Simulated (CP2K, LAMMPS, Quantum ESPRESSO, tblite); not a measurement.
# Amorphous film on crystalline SiC with 20 % Si on C sites, (100) (160 atoms) in CP2K, part 2 of 2

Aim: run amorphous film on crystalline SiC with 20 % Si on C sites, (100) (160 atoms) in CP2K and see how near its forces come to a plane-wave reference, and at what cost.

Program: CP2K 2026.2; the method stands at each step. Banners, paths, timers and routine set-up lines are dropped from the logs unmarked, and long logs keep their key lines alone; longer cuts are marked.

So far. Step 2 (PBE, DZVP-UZH, 450/50 Ry, diagonalisation): Forces lie 7.7 % from the reference's, at 0.89 times its CPU time. Step 3 (PBE, DZVP-UZH, 450/70 Ry, diagonalisation): Against the first run (7.7 %), the force difference from the reference is 7.7 %, at 1.2 times the CPU time: the change moves forces by 0.074 meV/Å r.m.s., so most of the difference comes from elsewhere.

**4. PBE+D3(BJ), DZVP-UZH, 450/50 Ry, diagonalisation**

Method: Kohn-Sham DFT, PBE+D3(BJ), GTH-PBE pseudopotentials, Gaussian and plane waves, DZVP-MOLOPT (UZH set), diagonalisation.

input.inp

```
&GLOBAL
  PROJECT cell
  RUN_TYPE ENERGY_FORCE
  PRINT_LEVEL LOW
&END GLOBAL
&FORCE_EVAL
  METHOD QS
  &DFT
    BASIS_SET_FILE_NAME BASIS_MOLOPT_UZH
    POTENTIAL_FILE_NAME POTENTIAL_UZH
    &MGRID
      CUTOFF 450
      REL_CUTOFF 50
    &END MGRID
    &QS
      EPS_DEFAULT 1.0E-12
    &END QS
    &SCF
      SCF_GUESS ATOMIC
      EPS_SCF 5.0E-06
      MAX_SCF 200
      ADDED_MOS 72
      &DIAGONALIZATION
        ALGORITHM STANDARD
      &END DIAGONALIZATION
      &SMEAR ON
        METHOD FERMI_DIRAC
        ELECTRONIC_TEMPERATURE [K] 580
      &END SMEAR
      &MIXING
        METHOD BROYDEN_MIXING
        ALPHA 0.2
        NBROYDEN 12
        BETA 0.05
      &END MIXING
      &PRINT
        &RESTART OFF
        &END RESTART
      &END PRINT
    &END SCF
    &XC
      &XC_FUNCTIONAL PBE
      &END XC_FUNCTIONAL
      &VDW_POTENTIAL
        POTENTIAL_TYPE PAIR_POTENTIAL
        &PAIR_POTENTIAL
          TYPE DFTD3(BJ)
          PARAMETER_FILE_NAME dftd3.dat
          REFERENCE_FUNCTIONAL PBE
        &END PAIR_POTENTIAL
      &END VDW_POTENTIAL
    &END XC
    &PRINT
      &MULLIKEN ON
      &END MULLIKEN
      &HIRSHFELD ON
        SHAPE_FUNCTION DENSITY
      &END HIRSHFELD
      &MO ON
        EIGENVALUES T
        OCCUPATION_NUMBERS T
        MO_INDEX_RANGE 309 332
        &EACH
          QS_SCF 0
        &END EACH
        ADD_LAST NUMERIC
      &END MO
    &END PRINT
  &END DFT
  &SUBSYS
    &CELL
      A 8.72000 0.00000 0.00000
      B 0.00000 8.72000 0.00000
      C 0.00000 0.00000 34.14880
    &END CELL
    &COORD
      SCALED
[... 160 atom lines left out: the same atoms as in the first run ...]
    &END COORD
    &KIND Si
      BASIS_SET DZVP-MOLOPT-PBE-GTH-q4
      POTENTIAL GTH-PBE-q4
    &END KIND
    &KIND C
      BASIS_SET DZVP-MOLOPT-PBE-GTH-q4
      POTENTIAL GTH-PBE-q4
    &END KIND
  &END SUBSYS
  &PRINT
    &FORCES ON
    &END FORCES
  &END PRINT
&END FORCE_EVAL
```

Command:

```bash
$ OMP_NUM_THREADS=1 mpirun -np 4 cp2k.psmp -i input.inp > output.txt
```

Numbers of over 12 decimals in the logs are rounded to 6 here.

What it wrote:

```text
CP2K| version string:                                       CP2K version 2026.2
 CP2K| Input file name                                                 input.inp
 GLOBAL| Basis set file name                                    BASIS_MOLOPT_UZH
 GLOBAL| Potential file name                                       POTENTIAL_UZH
 GLOBAL| Run type                                                   ENERGY_FORCE
 GLOBAL| Total number of message passing processes                             4
 GLOBAL| Number of threads for this process                                    1
[... lines left out ...]
                        Smear method:                                FERMI_DIRAC
[... lines left out ...]
 Number of electrons:                                                        640
[... lines left out ...]
  Step     Update method      Time    Convergence         Total energy    Change
[... lines left out ...]
  *** SCF run converged in    38 steps ***
[... lines left out ...]
  Fermi energy:                                                 0.179313
  Total energy:                                              -741.588645
  Total energy (extrapolated to T->0):                       -741.581508
[... lines left out ...]
 MO| E(Fermi):            0.179313 a.u.          4.879357 eV
[... lines left out ...]
                           Hirshfeld Charges
  #Atom  Element  Kind  Ref Charge     Population                    Net charge
      1       Si     1       4.000          3.811                         0.189
      2       C      2       4.000          4.292                        -0.292
      3       Si     1       4.000          3.782                         0.218
[...]
159       Si     1       4.000          3.777                         0.223
    160       C      2       4.000          4.270                        -0.270
  Total Charge                                                           -0.000
 !-----------------------------------------------------------------------------!
 ENERGY| Total FORCE_EVAL ( QS ) energy [hartree]           -741.588641
 FORCES| Atomic forces [hartree/bohr]
 FORCES|   Atom     x               y               z               |f|
 FORCES|      1 -1.45047914E-02  2.64003228E-02  1.61515949E-02   3.41795265E-02
 FORCES|      2 -2.12024379E-02 -7.30929588E-03  2.89707098E-02   3.66370196E-02
 FORCES|      3  1.11188005E-02 -3.34794594E-02 -7.50288015E-04   3.52854766E-02
[...]
FORCES|    159 -1.05981944E-02  1.21775732E-02  8.75441412E-03   1.83644978E-02
 FORCES|    160  9.97324185E-03 -1.07909524E-02 -1.58996486E-02   2.16496890E-02
 FORCES| Sum    -9.27603653E-05 -1.22016765E-04  2.69668389E-05
 FORCES| Total atomic force                                       1.55627076E-04
```

Elapsed: 11 min, on 4 MPI ranks of Arm Neoverse V1, shared host; peak memory 7.4 GiB.

Against the reference:

```yaml
r_m_s_force_component: 0.8895 eV/Å
r_m_s_difference_of_force_components: 86.94 meV/Å
longest_difference_of_force_vectors: 486.5 meV/Å
force_difference_over_r_m_s_force: 9.83 %
slope_of_forces_against_the_reference_s: 1.001
correlation_of_force_components: 0.9952
```

Against the first run (7.7 %), the force difference from the reference is 9.8 %, at 1.0 times the CPU time; the model has changed, so this is no error of the program alone.

**5. PBE, SZV-MOLOPT-SR, 450/50 Ry, diagonalisation**

Method: Kohn-Sham DFT, PBE, GTH-PBE pseudopotentials, Gaussian and plane waves, SZV-MOLOPT-SR-GTH, diagonalisation.

input.inp: that of step 4 with these lines changed.

```diff
@@ -8,4 +8,4 @@
   &DFT
-    BASIS_SET_FILE_NAME BASIS_MOLOPT_UZH
-    POTENTIAL_FILE_NAME POTENTIAL_UZH
+    BASIS_SET_FILE_NAME BASIS_MOLOPT
+    POTENTIAL_FILE_NAME GTH_POTENTIALS
     &MGRID
@@ -43,10 +43,2 @@
       &END XC_FUNCTIONAL
-      &VDW_POTENTIAL
-        POTENTIAL_TYPE PAIR_POTENTIAL
-        &PAIR_POTENTIAL
-          TYPE DFTD3(BJ)
-          PARAMETER_FILE_NAME dftd3.dat
-          REFERENCE_FUNCTIONAL PBE
-        &END PAIR_POTENTIAL
-      &END VDW_POTENTIAL
     &END XC
@@ -80,3 +72,3 @@
     &KIND Si
-      BASIS_SET DZVP-MOLOPT-PBE-GTH-q4
+      BASIS_SET SZV-MOLOPT-SR-GTH-q4
       POTENTIAL GTH-PBE-q4
@@ -84,3 +76,3 @@
     &KIND C
-      BASIS_SET DZVP-MOLOPT-PBE-GTH-q4
+      BASIS_SET SZV-MOLOPT-SR-GTH-q4
       POTENTIAL GTH-PBE-q4
```

Command:

```bash
$ OMP_NUM_THREADS=2 cp2k.psmp -i input.inp > output.txt
```

What it wrote:

```text
CP2K| version string:                                       CP2K version 2026.2
 CP2K| Input file name                                                 input.inp
 GLOBAL| Basis set file name                                        BASIS_MOLOPT
 GLOBAL| Potential file name                                      GTH_POTENTIALS
[... lines left out ...]
                        Smear method:                                FERMI_DIRAC
[... lines left out ...]
 Number of electrons:                                                        640
[... lines left out ...]
  Step     Update method      Time    Convergence         Total energy    Change
[... lines left out ...]
  *** SCF run converged in    38 steps ***
[... lines left out ...]
  Fermi energy:                                                 0.224247
  Total energy:                                              -732.739448
  Total energy (extrapolated to T->0):                       -732.733741
[... lines left out ...]
 MO| E(Fermi):            0.224247 a.u.          6.102061 eV
[... lines left out ...]
    160       C      2       4.000          4.246                        -0.246
  Total Charge                                                           -0.000
 !-----------------------------------------------------------------------------!
 ENERGY| Total FORCE_EVAL ( QS ) energy [hartree]           -732.739447
 FORCES| Atomic forces [hartree/bohr]
 FORCES|   Atom     x               y               z               |f|
 FORCES|      1 -2.23480924E-02  4.84053107E-02 -1.98445157E-02   5.68886293E-02
 FORCES|      2 -2.71249798E-02 -1.72068580E-02  3.36868455E-02   4.65472238E-02
 FORCES|      3  1.83108502E-02 -4.38675638E-02  1.14063415E-02   4.88851206E-02
[...]
FORCES|    159 -9.61141878E-04  2.85949800E-02  1.81686757E-02   3.38924394E-02
 FORCES|    160  1.10826408E-02 -1.30520274E-02 -1.71299639E-02   2.42201571E-02
 FORCES| Sum    -1.17929661E-04 -1.19222803E-04  1.74703315E-05
 FORCES| Total atomic force                                       1.68602178E-04
```

Wall time 6.8 min (2 threads); peak memory 5.2 GiB.

Against the reference:

| Quantity | Value |
| --- | --- |
| r.m.s. force component | 1.237 eV/Å |
| r.m.s. difference of force components | 532.5 meV/Å |
| longest difference of force vectors | 2390 meV/Å |
| force difference over r.m.s. force | 60.21 % |
| slope of forces against the reference's | 1.297 |
| correlation of force components | 0.9272 |

This is a coarse setting, run to see what it loses.

Against the first run (7.7 %), the force difference from the reference is 60 %, at 0.28 times the CPU time (on 2 against 4 cores), with 640 basis functions against 2080; this set comes with other potentials too, so the change isn't the basis's alone.

**6. PBE, DZVP-UZH, 157/50 Ry, diagonalisation**

Method: Kohn-Sham DFT, PBE, GTH-PBE pseudopotentials, Gaussian and plane waves, DZVP-MOLOPT (UZH set), diagonalisation.

input.inp: that of step 5 with these lines changed.

```diff
@@ -8,6 +8,6 @@
   &DFT
-    BASIS_SET_FILE_NAME BASIS_MOLOPT
-    POTENTIAL_FILE_NAME GTH_POTENTIALS
+    BASIS_SET_FILE_NAME BASIS_MOLOPT_UZH
+    POTENTIAL_FILE_NAME POTENTIAL_UZH
     &MGRID
-      CUTOFF 450
+      CUTOFF 157
       REL_CUTOFF 50
@@ -68,3 +68,2 @@
     &COORD
-      SCALED
 [... 160 atom lines left out: the same atoms as in the first run ...]
@@ -72,3 +71,3 @@
     &KIND Si
-      BASIS_SET SZV-MOLOPT-SR-GTH-q4
+      BASIS_SET DZVP-MOLOPT-PBE-GTH-q4
       POTENTIAL GTH-PBE-q4
@@ -76,3 +75,3 @@
     &KIND C
-      BASIS_SET SZV-MOLOPT-SR-GTH-q4
+      BASIS_SET DZVP-MOLOPT-PBE-GTH-q4
       POTENTIAL GTH-PBE-q4
```

Command:

```bash
$ OMP_NUM_THREADS=1 mpirun -np 4 cp2k.psmp -i input.inp > output.txt
```

What it wrote:

```text
CP2K| version string:                                       CP2K version 2026.2
 CP2K| Input file name                                                 input.inp
 GLOBAL| Basis set file name                                    BASIS_MOLOPT_UZH
 GLOBAL| Potential file name                                       POTENTIAL_UZH
 GLOBAL| Run type                                                   ENERGY_FORCE
 GLOBAL| Total number of message passing processes                             4
 GLOBAL| Number of threads for this process                                    1
 TOTAL NUMBERS AND MAXIMUM NUMBERS
  Total number of            - Atomic kinds:                                   2
                             - Atoms:                                        160
[... lines left out ...]
                        Smear method:                                FERMI_DIRAC
[... lines left out ...]
 Number of electrons:                                                        640
[... lines left out ...]
  Step     Update method      Time    Convergence         Total energy    Change
[... lines left out ...]
  *** SCF run converged in    38 steps ***
[... lines left out ...]
  Fermi energy:                                                 0.179313
  Total energy:                                              -739.925636
  Total energy (extrapolated to T->0):                       -739.918500
[... lines left out ...]
 MO| E(Fermi):            0.179313 a.u.          4.879350 eV
[... lines left out ...]
       2     C        2          4.597344                             -0.597344
       3     Si       1          3.534412                              0.465588
[...]
159     Si       1          3.512315                              0.487685
     160     C        2          4.611701                             -0.611701
 # Total charge                            640.000000                  0.000000
 !-----------------------------------------------------------------------------!
 !-----------------------------------------------------------------------------!
                           Hirshfeld Charges
  #Atom  Element  Kind  Ref Charge     Population                    Net charge
      1       Si     1       4.000          3.811                         0.189
      2       C      2       4.000          4.292                        -0.292
      3       Si     1       4.000          3.782                         0.218
[...]
159       Si     1       4.000          3.777                         0.223
    160       C      2       4.000          4.270                        -0.270
  Total Charge                                                           -0.000
 !-----------------------------------------------------------------------------!
 ENERGY| Total FORCE_EVAL ( QS ) energy [hartree]           -739.925631
 FORCES| Atomic forces [hartree/bohr]
 FORCES|   Atom     x               y               z               |f|
 FORCES|      1 -1.25838904E-02  2.80158210E-02  1.35291695E-02   3.35600797E-02
 FORCES|      2 -2.10078143E-02 -6.39390705E-03  2.72727927E-02   3.50145046E-02
 FORCES|      3  1.24917940E-02 -3.33139811E-02 -4.03312810E-03   3.58068761E-02
[...]
FORCES|    159 -1.05492285E-02  1.24966194E-02  9.09402088E-03   1.87123738E-02
 FORCES|    160  9.81470703E-03 -1.02289508E-02 -1.48276648E-02   2.05138868E-02
 FORCES| Sum    -9.07707345E-03  4.03429927E-03 -4.34016807E-03
 FORCES| Total atomic force                                       1.08400135E-02
```

It took 8.3 min on 4 MPI ranks; peak memory 3.2 GiB; 33 min of CPU time.

Numbers from this run, and their distance from the reference:

| Quantity | Value |
| --- | --- |
| r.m.s. force component | 0.8901 eV/Å |
| r.m.s. difference of force components | 70.59 meV/Å |
| longest difference of force vectors | 291.8 meV/Å |
| force difference over r.m.s. force | 7.981 % |
| slope of forces against the reference's | 1.003 |
| correlation of force components | 0.9969 |
| energy less the same-level run's | -0.1793 meV/atom |
| r.m.s. force difference from the same-level run | 21.85 meV/Å |

This is a coarse setting, run to see what it loses.

Against the first run (7.7 %), the force difference from the reference is 8.0 %, at 0.76 times the CPU time.

The forces add up to 0.56 eV/Å instead of zero, usually a sign of too coarse a grid.

**7. All runs compared**

Differences are against the plane-wave reference, forces as r.m.s. over components; share is that over the reference's r.m.s. force, slope the least-squares factor from reference forces to these. Total energies of different programs have different zeros and aren't compared.

| run | Δ force, r.m.s. (meV/Å) | share (%) | slope | cores | CPU time | memory (GiB) |
| --- | --- | --- | --- | --- | --- | --- |
| reference | - | - | - | 4 | 49 min | 9.6 |
| CP2K PBE, DZVP-UZH, 450/50 Ry, diagonalisation | 67.7 | 7.65 | 1.002 | 4 | 44 min | 7.3 |
| CP2K PBE, DZVP-UZH, 450/70 Ry, diagonalisation | 67.7 | 7.65 | 1.002 | 4 | 51 min | 7.3 |
| CP2K PBE+D3(BJ), DZVP-UZH, 450/50 Ry, diagonalisation | 86.9 | 9.83 | 1.001 | 4 | 45 min | 7.4 |
| CP2K PBE, SZV-MOLOPT-SR, 450/50 Ry, diagonalisation (coarse) | 533 | 60.2 | 1.297 | 2 | 12 min | 5.2 |
| CP2K PBE, DZVP-UZH, 157/50 Ry, diagonalisation (coarse) | 70.6 | 7.98 | 1.003 | 4 | 33 min | 3.2 |

Rows marked coarse were listed beforehand as settings not expected to be converged; some can still land near the reference.

CPU time is summed over cores on a shared host, where runs went side by side, so it is rough. Symmetry, cutoffs, thresholds, outputs and thread counts weren't matched or tuned between programs; memory under MPI is the largest rank's times the ranks.

Mean charges by element (e), by run and scheme:

| run | scheme | Si | C |
| --- | --- | --- | --- |
| CP2K PBE, DZVP-UZH, 450/50 Ry, diagonalisation | Mulliken | +0.35 | -0.53 |
| CP2K PBE, DZVP-UZH, 450/50 Ry, diagonalisation | Hirshfeld | +0.17 | -0.25 |
| CP2K PBE, DZVP-UZH, 450/70 Ry, diagonalisation | Mulliken | +0.35 | -0.53 |
| CP2K PBE, DZVP-UZH, 450/70 Ry, diagonalisation | Hirshfeld | +0.17 | -0.25 |
| CP2K PBE+D3(BJ), DZVP-UZH, 450/50 Ry, diagonalisation | Mulliken | +0.35 | -0.53 |
| CP2K PBE+D3(BJ), DZVP-UZH, 450/50 Ry, diagonalisation | Hirshfeld | +0.17 | -0.25 |

Within one program, basis, potentials and functional, energies share a zero. Each run against its twin at the usual cutoff or grid and solver:

| run | twin | Δ energy (meV/atom) | Δ force, r.m.s. (meV/Å) | CPU time over the twin's |
| --- | --- | --- | --- | --- |
| CP2K PBE, DZVP-UZH, 450/70 Ry, diagonalisation | DZVP-UZH, 450/50 Ry, diagonalisation | 1.0e-4 | 0.074 | 1.2 |
| CP2K PBE, DZVP-UZH, 157/50 Ry, diagonalisation | DZVP-UZH, 450/50 Ry, diagonalisation | -0.179 | 21.8 | 0.76 |

**8. Results**

- nearest in forces: a tie at 7.7 % of 2 runs: CP2K PBE, DZVP-UZH, 450/50 Ry, diagonalisation; CP2K PBE, DZVP-UZH, 450/70 Ry, diagonalisation

What this shows: The PBE runs in local orbitals, coarse settings apart, differ by 7.7 % in each run; basis, grid and potentials can all enter. Rows with another functional or a dispersion term differ by 9.8 % (CP2K PBE+D3(BJ), DZVP-UZH, 450/50 Ry, diagonalisation), which mixes the change of model with differences of basis and potentials. Runs with settings chosen to be coarse differ by 8.0 % (CP2K PBE, DZVP-UZH, 157/50 Ry, diagonalisation) to 60 % (CP2K PBE, SZV-MOLOPT-SR, 450/50 Ry, diagonalisation), their programs' other errors included. One electronic-structure run takes under half the reference's CPU time: CP2K PBE, SZV-MOLOPT-SR, 450/50 Ry, diagonalisation, at 60 % in 12 min against 49 min, too far off to be of use. Charges hang on scheme and program or settings: among these rows the mean for C runs from -0.53 to -0.25 e. The network of bonds at the start is that of the classical potential that made the cell, and needn't be the one that DFT or experiment would give. The runs have no spin polarisation, so any moments at edges, vacancies or dangling bonds can't form. The electronic-structure runs sample only Γ, in a cell whose shortest periodic width is 9 Å, which is coarse for a cell with partly filled levels.

[Also dropped from logs without a mark: logging warnings of Python, and SIESTA's first energy breakdown and zero terms.]

[Logs are printed without paths, hosts, clocks, repeated set-up lines and the standing remarks that a program may print on its own settings, such as how far it seeks lower states.]

[Hosts, paths, dates, database ids (printed as entryN), source tags and the programs' standing remarks are cut or masked in the printed files.]
